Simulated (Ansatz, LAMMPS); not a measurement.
# Elastic response of glassy 73SiO2-23BaO-4TiO2 (mol %) (72 atoms), part 3 of 4

Aim: relax glassy 73SiO2-23BaO-4TiO2 (mol %) (72 atoms), then change its volume and shape to read moduli from the stress.

Ansatz 0.2.0; Kohn-Sham DFT, PBE, PAW (set soft_2), plane waves.

The cell: 19 Si, 6 Ba, 1 Ti and 46 O. The quench rate of 8 K/ps far exceeds what a furnace or splat quench reaches. The network of bonds at the start is that of the classical potential that made the cell. The Brillouin zone is sampled at Γ only. Spin–orbit coupling is left out.

So far. Step 7 (Volume -6 %): The relaxation converged after 15 steps, 1.24 eV below its start, with a largest force component of 0.032 eV/Å. Step 7 (Volume -6 %): Volume -6 %: the energy stands 0.671 eV above that of the reference, at a pressure of 3.45 GPa.

**8. Volume +6 %**

The relaxed cell is scaled to another volume.

Input file input.yaml:

```yaml
crystal:
  lattice:
    - [10.54464, 0.14186, 0.38004]
    - [0.14186, 10.50222, 0.0306]
    - [0.38004, 0.0306, 10.37147]
  atoms:
    [... the 72 atom lines of step 4 ...]
kpoints:
  mp_grid: { grid: [1, 1, 1] }
hamiltonian:
  xc: pbe
scf:
  occupations: { method: fixed }
output:
  forces: true
  eigenvalues: true
  stress: true
relax:
  f_tol: 0.05
  max_steps: 70
```

Run with:

```
ansatz run input.yaml --threads 4 --pin off --max-ram 8192MiB --backend cpu --events-out ev --progress --plain --runs-dir out
```

Numbers of over 12 decimals in the logs are rounded to 6 here.

Output:

```text
[...]
Crystal: 72 atoms, lattice volume = 1146.827 Å³
Basis set: ecut = 420 eV, 22445 PW (Γ), exchange–correlation on 144×144×144 points (8 copies of the dense FFT grid, shifted against one another)
Bands: 284, of which v1, the nominal top of the filled ones, is band 212 counted from 1 (211 counted from 0)
Symmetry: 1 space group operations
[...]
k-points: 1
[...]
SCF iter   1: F=—  HF=-76465.763421 eV  |F-HF|=—  |Δ(HF+E_count)|=         —  Δρ=2.09e-3  dr2=4.84e-2  ethr=1.77e-3  ⟨swp⟩=4.0  Hψ=1117  notcnv=0  defer=70
[...]
SCF iter   5: F=—  HF=-76465.772131 eV  |F-HF|=—  |Δ(HF+E_count)|=   3.00e-5  Δρ=1.01e-4  dr2=1.56e-4  ethr=2.59e-7  ⟨swp⟩=2.0  Hψ=431  notcnv=0  defer=70
SCF iter   6: F=-76465.772161 eV  HF=-76465.772165 eV  |F-HF|=3.97e-6  |Δ(HF+E_count)|=   3.41e-5  Δρ=5.05e-5  dr2=2.95e-5  ethr=1.47e-8  ⟨swp⟩=18.0  Hψ=2137  notcnv=0
SCF 1 converged in 6 iterations: F = -76465.772161 eV  dr2 = 2.95e-5
[...]
relax step   1: F+E_penalty+E_count = -76465.77216143 eV  Δ(F+E_penalty+E_count) = +0.000e0 eV  max|allowed force component| = 1.240e0 eV/Å  Δτ_max = 0.0000 Å  (6 SCF iters, dr2 threshold 6.25e-5 eV, accepted)
[...]
relax step   2: F+E_penalty+E_count = -76466.24135633 eV  Δ(F+E_penalty+E_count) = -4.692e-1 eV  max|allowed force component| = 6.501e-1 eV/Å  Δτ_max = 0.1942 Å  (7 SCF iters, dr2 threshold 9.61e-5 eV, accepted)
[...]
relax step   3: F+E_penalty+E_count = -76466.56074618 eV  Δ(F+E_penalty+E_count) = -3.194e-1 eV  max|allowed force component| = 5.023e-1 eV/Å  Δτ_max = 0.1139 Å  (7 SCF iters, dr2 threshold 2.64e-5 eV, accepted)
relax step   4: F+E_penalty+E_count = -76466.35635287 eV  Δ(F+E_penalty+E_count) = +2.044e-1 eV  max|allowed force component| = 1.490e0 eV/Å  Δτ_max = 0.2000 Å  (7 SCF iters, dr2 threshold 6.93e-5 eV, rejected (line search))
relax step   5: F+E_penalty+E_count = -76466.65654946 eV  Δ(F+E_penalty+E_count) = -9.580e-2 eV  max|allowed force component| = 5.724e-1 eV/Å  Δτ_max = 0.1000 Å  (11 SCF iters, accepted)
relax step   6: F+E_penalty+E_count = -76466.69637926 eV  Δ(F+E_penalty+E_count) = -3.983e-2 eV  max|allowed force component| = 1.408e-1 eV/Å  Δτ_max = 0.1000 Å  (6 SCF iters, dr2 threshold 1.00e-4 eV, accepted)
relax step   7: F+E_penalty+E_count = -76466.67889943 eV  Δ(F+E_penalty+E_count) = +1.748e-2 eV  max|allowed force component| = 2.354e-1 eV/Å  Δτ_max = 0.1500 Å  (10 SCF iters, rejected (line search))
relax step   8: F+E_penalty+E_count = -76466.70728585 eV  Δ(F+E_penalty+E_count) = -1.091e-2 eV  max|allowed force component| = 5.864e-2 eV/Å  Δτ_max = 0.0351 Å  (10 SCF iters, accepted)
relax step   9: F+E_penalty+E_count = -76466.70792771 eV  Δ(F+E_penalty+E_count) = -6.419e-4 eV  max|allowed force component| = 5.526e-2 eV/Å  Δτ_max = 0.0750 Å  (9 SCF iters, accepted)
[...]
relax step  10: F+E_penalty+E_count = -76466.70948279 eV  Δ(F+E_penalty+E_count) = -1.555e-3 eV  max|allowed force component| = 4.459e-2 eV/Å  Δτ_max = 0.0335 Å  (8 SCF iters, accepted)
SCF converged after 8 iterations
Free energy (F): -76466.709483 eV
[...]
Internal energy: -76466.709483 eV  (E = F + TS)
E sigma→0 (E₀):  -76466.709483 eV
Fermi energy:    3.738353 eV
[...]
Σ components = -76466.709483   (vs F -76466.709483, Δ=0.00e0)
--- Forces (eV/Å), atoms counted from 1 ---
  atom   1  Si     0.01924274    -0.00757609    -0.00876524
  atom   2  Si     0.04458641    -0.02251807    -0.00996285
  atom   3  Si     0.00244985    -0.02244989     0.00537758
  atom   4  Si    -0.00154764     0.01840040    -0.00510864
[...]
atom  72  O      0.00118436     0.00179382    -0.00598152
  max |Σ_I F_I| component: 1.34e-4 eV/Å
--- Stress (GPa, compression-positive) ---
       -2.745711       0.187585       0.421983
        0.187587      -2.537914      -0.135725
        0.421983      -0.135725      -3.747104
  P = ⅓ Tr σ = -3.0102 GPa (-30.102 kbar)
--- Band table (eV) ---
[...]
--- Relaxed structure (10 steps of the walk, 8 accepted, 0 SCFs on fresh bases) ---
  F+E_penalty+E_count = -76466.70948279 eV   max|allowed force component| = 4.459e-2 eV/Å
  atoms:
    - { symbol: Si, position: [0.443279, 0.424517, 0.993913] }
    - { symbol: Si, position: [0.990490, 0.751731, 0.445348] }
    - { symbol: Si, position: [0.085571, 0.267728, 0.152416] }
    - { symbol: Si, position: [0.085126, 0.792899, 0.944070] }
[...]
- { symbol: O, position: [0.677991, 0.906229, 0.00975857] }
```

Elapsed: 89 s, on 4 threads of Intel Xeon Platinum 8175M at 2.50GHz (Skylake/Cascade Lake), shared host; peak memory 1.4 GiB; 5.4 min of CPU time.

The relaxation converged after 10 steps, 0.937 eV below its start, with a largest force component of 0.045 eV/Å.

Volume +6 %: the energy stands 0.616 eV above that of the reference, at a pressure of -3.01 GPa.

**9. Volume -10 %**

The relaxed cell is scaled to another volume.

input.yaml, the sections that differ from step 8:

```yaml
crystal:
  lattice:
    - [9.98491, 0.13433, 0.35987]
    - [0.13433, 9.94473, 0.02897]
    - [0.35987, 0.02897, 9.82093]
  atoms:
    [... the 72 atom lines of step 4 ...]
# kpoints, hamiltonian, scf, output, relax: as in step 8
```

Output:

```text
[...]
Crystal: 72 atoms, lattice volume = 973.720 Å³
Basis set: ecut = 420 eV, 19053 PW (Γ), exchange–correlation on 144×144×144 points (8 copies of the dense FFT grid, shifted against one another)
Bands: 284, of which v1, the nominal top of the filled ones, is band 212 counted from 1 (211 counted from 0)
Symmetry: 1 space group operations
[...]
k-points: 1
[...]
SCF iter   1: F=—  HF=-76461.568268 eV  |F-HF|=—  |Δ(HF+E_count)|=         —  Δρ=2.17e-3  dr2=3.95e-2  ethr=1.77e-3  ⟨swp⟩=4.0  Hψ=1124  notcnv=0  defer=70
[...]
SCF iter   5: F=—  HF=-76461.580350 eV  |F-HF|=—  |Δ(HF+E_count)|=   4.53e-5  Δρ=1.02e-4  dr2=1.15e-4  ethr=5.55e-8  ⟨swp⟩=2.0  Hψ=431  notcnv=0  defer=70
SCF iter   6: F=-76461.580346 eV  HF=-76461.580348 eV  |F-HF|=2.86e-6  |Δ(HF+E_count)|=   1.08e-6  Δρ=3.30e-5  dr2=1.14e-5  ethr=1.47e-8  ⟨swp⟩=18.0  Hψ=1999  notcnv=0
SCF 1 converged in 6 iterations: F = -76461.580346 eV  dr2 = 1.14e-5
[...]
relax step   1: F+E_penalty+E_count = -76461.58034563 eV  Δ(F+E_penalty+E_count) = +0.000e0 eV  max|allowed force component| = 2.815e0 eV/Å  Δτ_max = 0.0000 Å  (6 SCF iters, dr2 threshold 6.25e-5 eV, accepted)
[...]
relax step   2: F+E_penalty+E_count = -76463.35617866 eV  Δ(F+E_penalty+E_count) = -1.776e0 eV  max|allowed force component| = 1.351e0 eV/Å  Δτ_max = 0.1975 Å  (7 SCF iters, dr2 threshold 1.00e-4 eV, accepted)
[...]
relax step   3: F+E_penalty+E_count = -76464.53203062 eV  Δ(F+E_penalty+E_count) = -1.176e0 eV  max|allowed force component| = 9.679e-1 eV/Å  Δτ_max = 0.1737 Å  (6 SCF iters, dr2 threshold 1.00e-4 eV, accepted)
relax step   4: F+E_penalty+E_count = -76464.85067332 eV  Δ(F+E_penalty+E_count) = -3.186e-1 eV  max|allowed force component| = 1.146e0 eV/Å  Δτ_max = 0.2000 Å  (7 SCF iters, dr2 threshold 1.00e-4 eV, accepted)
relax step   5: F+E_penalty+E_count = -76465.15103063 eV  Δ(F+E_penalty+E_count) = -3.004e-1 eV  max|allowed force component| = 3.865e-1 eV/Å  Δτ_max = 0.2000 Å  (7 SCF iters, dr2 threshold 1.00e-4 eV, accepted)
relax step   6: F+E_penalty+E_count = -76465.13210587 eV  Δ(F+E_penalty+E_count) = +1.892e-2 eV  max|allowed force component| = 1.016e0 eV/Å  Δτ_max = 0.2000 Å  (8 SCF iters, dr2 threshold 1.70e-5 eV, rejected (line search))
relax step   7: F+E_penalty+E_count = -76465.28676029 eV  Δ(F+E_penalty+E_count) = -1.357e-1 eV  max|allowed force component| = 1.668e-1 eV/Å  Δτ_max = 0.1000 Å  (10 SCF iters, accepted)
relax step   8: F+E_penalty+E_count = -76465.32501646 eV  Δ(F+E_penalty+E_count) = -3.826e-2 eV  max|allowed force component| = 1.774e-1 eV/Å  Δτ_max = 0.1000 Å  (8 SCF iters, dr2 threshold 3.17e-6 eV, accepted)
relax step   9: F+E_penalty+E_count = -76465.32963830 eV  Δ(F+E_penalty+E_count) = -4.622e-3 eV  max|allowed force component| = 2.590e-1 eV/Å  Δτ_max = 0.1500 Å  (7 SCF iters, dr2 threshold 5.86e-6 eV, accepted)
relax step  10: F+E_penalty+E_count = -76465.31995746 eV  Δ(F+E_penalty+E_count) = +9.681e-3 eV  max|allowed force component| = 5.376e-1 eV/Å  Δτ_max = 0.0693 Å  (6 SCF iters, dr2 threshold 6.71e-5 eV, rejected (line search))
relax step  11: F+E_penalty+E_count = -76465.34939648 eV  Δ(F+E_penalty+E_count) = -1.976e-2 eV  max|allowed force component| = 8.133e-2 eV/Å  Δτ_max = 0.0343 Å  (9 SCF iters, accepted)
relax step  12: F+E_penalty+E_count = -76465.33978309 eV  Δ(F+E_penalty+E_count) = +9.613e-3 eV  max|allowed force component| = 1.957e-1 eV/Å  Δτ_max = 0.0937 Å  (10 SCF iters, rejected (line search))
relax step  13: F+E_penalty+E_count = -76465.35409579 eV  Δ(F+E_penalty+E_count) = -4.699e-3 eV  max|allowed force component| = 1.080e-1 eV/Å  Δτ_max = 0.0382 Å  (9 SCF iters, accepted)
relax step  14: F+E_penalty+E_count = -76465.35424469 eV  Δ(F+E_penalty+E_count) = -1.489e-4 eV  max|allowed force component| = 6.015e-2 eV/Å  Δτ_max = 0.0500 Å  (9 SCF iters, accepted)
[...]
relax step  15: F+E_penalty+E_count = -76465.35668073 eV  Δ(F+E_penalty+E_count) = -2.436e-3 eV  max|allowed force component| = 4.208e-2 eV/Å  Δτ_max = 0.0247 Å  (8 SCF iters, accepted)
SCF converged after 8 iterations
Free energy (F): -76465.356681 eV
[...]
Internal energy: -76465.356681 eV  (E = F + TS)
E sigma→0 (E₀):  -76465.356681 eV
Fermi energy:    5.468750 eV
[...]
Σ components = -76465.356681   (vs F -76465.356681, Δ=0.00e0)
--- Forces (eV/Å), atoms counted from 1 ---
  atom   1  Si     0.00178503     0.00103677     0.00055355
  atom   2  Si     0.02931701     0.00362494    -0.00838548
  atom   3  Si     0.00317211     0.01140055     0.01483236
  atom   4  Si    -0.00402275     0.00697277    -0.00853428
[...]
atom  72  O      0.00153270    -0.01020331     0.00474977
  max |Σ_I F_I| component: 6.43e-5 eV/Å
--- Stress (GPa, compression-positive) ---
        6.581076      -0.485101      -0.546763
       -0.485102       4.914407       0.297804
       -0.546760       0.297803       7.198368
  P = ⅓ Tr σ = 6.2313 GPa (62.313 kbar)
--- Band table (eV) ---
[...]
--- Relaxed structure (15 steps of the walk, 12 accepted, 0 SCFs on fresh bases) ---
  F+E_penalty+E_count = -76465.35668073 eV   max|allowed force component| = 4.208e-2 eV/Å
  atoms:
    - { symbol: Si, position: [0.451019, 0.401161, 0.983608] }
    - { symbol: Si, position: [0.990069, 0.755174, 0.435568] }
    - { symbol: Si, position: [0.082664, 0.255113, 0.152176] }
    - { symbol: Si, position: [0.078382, 0.783857, 0.947562] }
[...]
- { symbol: O, position: [0.673210, 0.912957, 0.00124595] }
```

Run time: 1.9 min. Hardware: 4 threads; peak memory 1.3 GiB.

The relaxation converged after 15 steps, 3.78 eV below its start, with a largest force component of 0.042 eV/Å.

Volume -10 %: the energy stands 1.97 eV above that of the reference, at a pressure of 6.23 GPa.

**10. Stretched by 1 % along x**

The relaxed cell is strained along x alone, which gives the stiffness along x and its coupling to y and z.

input.yaml, the sections that differ from step 9:

```yaml
crystal:
  lattice:
    - [10.44523, 0.13913, 0.37273]
    - [0.14052, 10.3002, 0.03001]
    - [0.37646, 0.03001, 10.17197]
  atoms:
    [... the 72 atom lines of step 4 ...]
# kpoints, hamiltonian, scf, output, relax: as in step 9
```

Output:

```text
[...]
Crystal: 72 atoms, lattice volume = 1092.731 Å³
Basis set: ecut = 420 eV, 21337 PW (Γ), exchange–correlation on 144×144×144 points (8 copies of the dense FFT grid, shifted against one another)
Bands: 284, of which v1, the nominal top of the filled ones, is band 212 counted from 1 (211 counted from 0)
Symmetry: 1 space group operations
[...]
k-points: 1
[...]
SCF iter   1: F=—  HF=-76467.226753 eV  |F-HF|=—  |Δ(HF+E_count)|=         —  Δρ=2.02e-3  dr2=4.30e-2  ethr=1.77e-3  ⟨swp⟩=4.0  Hψ=1117  notcnv=0  defer=70
[...]
SCF iter   6: F=-76467.236658 eV  HF=-76467.236661 eV  |F-HF|=3.08e-6  |Δ(HF+E_count)|=   2.69e-5  Δρ=4.51e-5  dr2=2.27e-5  ethr=1.47e-8  ⟨swp⟩=20.0  Hψ=2161  notcnv=0
SCF 1 converged in 6 iterations: F = -76467.236658 eV  dr2 = 2.27e-5
[...]
relax step   1: F+E_penalty+E_count = -76467.23665770 eV  Δ(F+E_penalty+E_count) = +0.000e0 eV  max|allowed force component| = 6.053e-1 eV/Å  Δτ_max = 0.0000 Å  (6 SCF iters, dr2 threshold 6.25e-5 eV, accepted)
[...]
relax step   2: F+E_penalty+E_count = -76467.26759713 eV  Δ(F+E_penalty+E_count) = -3.094e-2 eV  max|allowed force component| = 2.945e-1 eV/Å  Δτ_max = 0.0544 Å  (6 SCF iters, dr2 threshold 2.29e-5 eV, accepted)
[...]
relax step   3: F+E_penalty+E_count = -76467.29135709 eV  Δ(F+E_penalty+E_count) = -2.376e-2 eV  max|allowed force component| = 1.337e-1 eV/Å  Δτ_max = 0.0368 Å  (6 SCF iters, dr2 threshold 5.42e-6 eV, accepted)
relax step   4: F+E_penalty+E_count = -76467.20118747 eV  Δ(F+E_penalty+E_count) = +9.017e-2 eV  max|allowed force component| = 9.970e-1 eV/Å  Δτ_max = 0.1317 Å  (8 SCF iters, dr2 threshold 3.68e-6 eV, rejected (line search))
relax step   5: F+E_penalty+E_count = -76467.29888394 eV  Δ(F+E_penalty+E_count) = -7.527e-3 eV  max|allowed force component| = 8.730e-2 eV/Å  Δτ_max = 0.0323 Å  (10 SCF iters, accepted)
relax step   6: F+E_penalty+E_count = -76467.29667331 eV  Δ(F+E_penalty+E_count) = +2.211e-3 eV  max|allowed force component| = 6.172e-2 eV/Å  Δτ_max = 0.0442 Å  (9 SCF iters, rejected (line search))
[...]
relax step   7: F+E_penalty+E_count = -76467.30097739 eV  Δ(F+E_penalty+E_count) = -2.093e-3 eV  max|allowed force component| = 3.485e-2 eV/Å  Δτ_max = 0.0197 Å  (8 SCF iters, accepted)
SCF converged after 8 iterations
Free energy (F): -76467.300977 eV
[...]
Internal energy: -76467.300977 eV  (E = F + TS)
E sigma→0 (E₀):  -76467.300977 eV
Fermi energy:    4.209533 eV
[...]
--- Forces (eV/Å), atoms counted from 1 ---
  atom   1  Si     0.00273907     0.00395579     0.00064998
  atom   2  Si    -0.02108092     0.02012043     0.01000245
  atom   3  Si     0.00152020     0.00395923     0.02283316
  atom   4  Si     0.00310854    -0.00470636    -0.01345022
  atom   5  Si     0.00551566     0.02736339    -0.03484927
  atom   6  Si     0.01516033    -0.00942075    -0.00545768
  atom   7  Si    -0.00331431    -0.00795581     0.00141135
  atom   8  Si     0.02119514     0.02493125    -0.00551409
  atom   9  Si     0.00749134    -0.00878790     0.01404668
  atom  10  Si     0.00992920     0.00475700     0.02042556
  atom  11  Si    -0.00207044    -0.00680315     0.01010149
  atom  12  Si     0.00164220    -0.01448747    -0.00970705
  atom  13  Si     0.00896082    -0.01030870     0.00618953
  atom  14  Si     0.02117717    -0.00043212     0.00143355
[...]
atom  71  O      0.00399208     0.00242209     0.01111878
  atom  72  O      0.00062094     0.00238184    -0.00462232
  max |Σ_I F_I| component: 8.27e-5 eV/Å
--- Stress (GPa, compression-positive) ---
       -0.866961       0.065064       0.130134
        0.065065      -0.280387       0.030607
        0.130135       0.030607      -0.437034
  P = ⅓ Tr σ = -0.5281 GPa (-5.281 kbar)
--- Band table (eV) ---
[...]
--- Relaxed structure (7 steps of the walk, 5 accepted, 0 SCFs on fresh bases) ---
  F+E_penalty+E_count = -76467.30097739 eV   max|allowed force component| = 3.485e-2 eV/Å
  atoms:
    - { symbol: Si, position: [0.443857, 0.418908, 0.991026] }
    - { symbol: Si, position: [0.991345, 0.749308, 0.445750] }
    - { symbol: Si, position: [0.084268, 0.263731, 0.152313] }
    - { symbol: Si, position: [0.082825, 0.790805, 0.945524] }
[...]
- { symbol: O, position: [0.676717, 0.910468, 0.00776142] }
```

Wall time 56 s (4 threads); peak memory 1.4 GiB; 3.4 min of CPU time.

The relaxation converged after 7 steps, 0.0643 eV below its start, with a largest force component of 0.035 eV/Å.

Stretched by 1 % along x: the energy stands 0.0242 eV above that of the reference, at a pressure of -0.528 GPa.

**11. Compressed by 1 % along x**

The relaxed cell is strained along x alone, which gives the stiffness along x and its coupling to y and z.

input.yaml, the sections that differ from step 10:

```yaml
crystal:
  lattice:
    - [10.23839, 0.13913, 0.37273]
    - [0.13774, 10.3002, 0.03001]
    - [0.369, 0.03001, 10.17197]
  atoms:
    [... the 72 atom lines of step 4 ...]
# kpoints, hamiltonian, scf, output, relax: as in step 10
```

Output:

```text
[...]
Crystal: 72 atoms, lattice volume = 1071.092 Å³
Basis set: ecut = 420 eV, 20889 PW (Γ), exchange–correlation on 144×144×144 points (8 copies of the dense FFT grid, shifted against one another)
Bands: 284, of which v1, the nominal top of the filled ones, is band 212 counted from 1 (211 counted from 0)
Symmetry: 1 space group operations
[...]
k-points: 1
[...]
SCF iter   1: F=—  HF=-76467.216582 eV  |F-HF|=—  |Δ(HF+E_count)|=         —  Δρ=2.00e-3  dr2=4.06e-2  ethr=1.77e-3  ⟨swp⟩=4.0  Hψ=1117  notcnv=0  defer=70
[...]
SCF iter   6: F=-76467.227090 eV  HF=-76467.227092 eV  |F-HF|=1.69e-6  |Δ(HF+E_count)|=   2.58e-5  Δρ=4.18e-5  dr2=1.95e-5  ethr=1.47e-8  ⟨swp⟩=17.0  Hψ=2280  notcnv=0
SCF 1 converged in 6 iterations: F = -76467.227090 eV  dr2 = 1.95e-5
[...]
relax step   1: F+E_penalty+E_count = -76467.22708991 eV  Δ(F+E_penalty+E_count) = +0.000e0 eV  max|allowed force component| = 6.715e-1 eV/Å  Δτ_max = 0.0000 Å  (6 SCF iters, dr2 threshold 6.25e-5 eV, accepted)
[...]
relax step   2: F+E_penalty+E_count = -76467.25628436 eV  Δ(F+E_penalty+E_count) = -2.919e-2 eV  max|allowed force component| = 3.088e-1 eV/Å  Δτ_max = 0.0566 Å  (6 SCF iters, dr2 threshold 2.82e-5 eV, accepted)
[...]
relax step   3: F+E_penalty+E_count = -76467.28253127 eV  Δ(F+E_penalty+E_count) = -2.625e-2 eV  max|allowed force component| = 1.059e-1 eV/Å  Δτ_max = 0.0401 Å  (6 SCF iters, dr2 threshold 5.96e-6 eV, accepted)
relax step   4: F+E_penalty+E_count = -76467.26184028 eV  Δ(F+E_penalty+E_count) = +2.069e-2 eV  max|allowed force component| = 2.145e-1 eV/Å  Δτ_max = 0.0802 Å  (10 SCF iters, rejected (line search))
[...]
relax step   5: F+E_penalty+E_count = -76467.29120321 eV  Δ(F+E_penalty+E_count) = -8.672e-3 eV  max|allowed force component| = 4.964e-2 eV/Å  Δτ_max = 0.0317 Å  (9 SCF iters, accepted)
SCF converged after 9 iterations
Free energy (F): -76467.291203 eV
[...]
Internal energy: -76467.291203 eV  (E = F + TS)
E sigma→0 (E₀):  -76467.291203 eV
Fermi energy:    4.370375 eV
[...]
--- Forces (eV/Å), atoms counted from 1 ---
  atom   1  Si    -0.01121984     0.01183662     0.01186393
  atom   2  Si     0.04314601    -0.01428390     0.02209372
  atom   3  Si    -0.00564528     0.00606810    -0.00569110
  atom   4  Si    -0.00646046     0.00633934    -0.01358379
  atom   5  Si    -0.00273828    -0.02121991    -0.00671157
  atom   6  Si    -0.03165209    -0.01338491    -0.00525362
  atom   7  Si    -0.00366912     0.01271419     0.00625758
  atom   8  Si     0.00058645    -0.02869989    -0.00461966
  atom   9  Si    -0.01316576     0.00861089    -0.00057542
  atom  10  Si    -0.00190912     0.02415212    -0.01827568
  atom  11  Si     0.00169333     0.00442551     0.00373458
  atom  12  Si     0.00715196     0.02106910     0.02244831
  atom  13  Si    -0.01399982     0.01578368    -0.00777092
  atom  14  Si    -0.00440684     0.00439230     0.01507261
[...]
atom  71  O     -0.01279925    -0.01017581    -0.00825496
  atom  72  O     -0.00528061    -0.01043306    -0.01247882
  max |Σ_I F_I| component: 1.19e-4 eV/Å
--- Stress (GPa, compression-positive) ---
        1.006985      -0.012369      -0.026285
       -0.012368       0.333046       0.006640
       -0.026284       0.006640       0.420346
  P = ⅓ Tr σ = 0.5868 GPa (5.868 kbar)
--- Band table (eV) ---
[...]
--- Relaxed structure (5 steps of the walk, 4 accepted, 0 SCFs on fresh bases) ---
  F+E_penalty+E_count = -76467.29120321 eV   max|allowed force component| = 4.964e-2 eV/Å
  atoms:
    - { symbol: Si, position: [0.446240, 0.417662, 0.990285] }
    - { symbol: Si, position: [0.990251, 0.746764, 0.445313] }
    - { symbol: Si, position: [0.083941, 0.262047, 0.153587] }
    - { symbol: Si, position: [0.085915, 0.789523, 0.946010] }
[...]
- { symbol: O, position: [0.678222, 0.912377, 0.00746704] }
```

The job ended after 39 s (4 threads; peak memory 1.4 GiB).

The relaxation converged after 5 steps, 0.0641 eV below its start, with a largest force component of 0.050 eV/Å.

Compressed by 1 % along x: the energy stands 0.0339 eV above that of the reference, at a pressure of 0.587 GPa.

(Part 3 of 4 ends here.)

[Logs are printed without paths, hosts, clocks, repeated set-up lines and the standing remarks that a program may print on its own settings, such as how far it seeks lower states.]

[Hosts, paths, dates, database ids (printed as entryN), source tags and the programs' standing remarks are cut or masked in the printed files.]
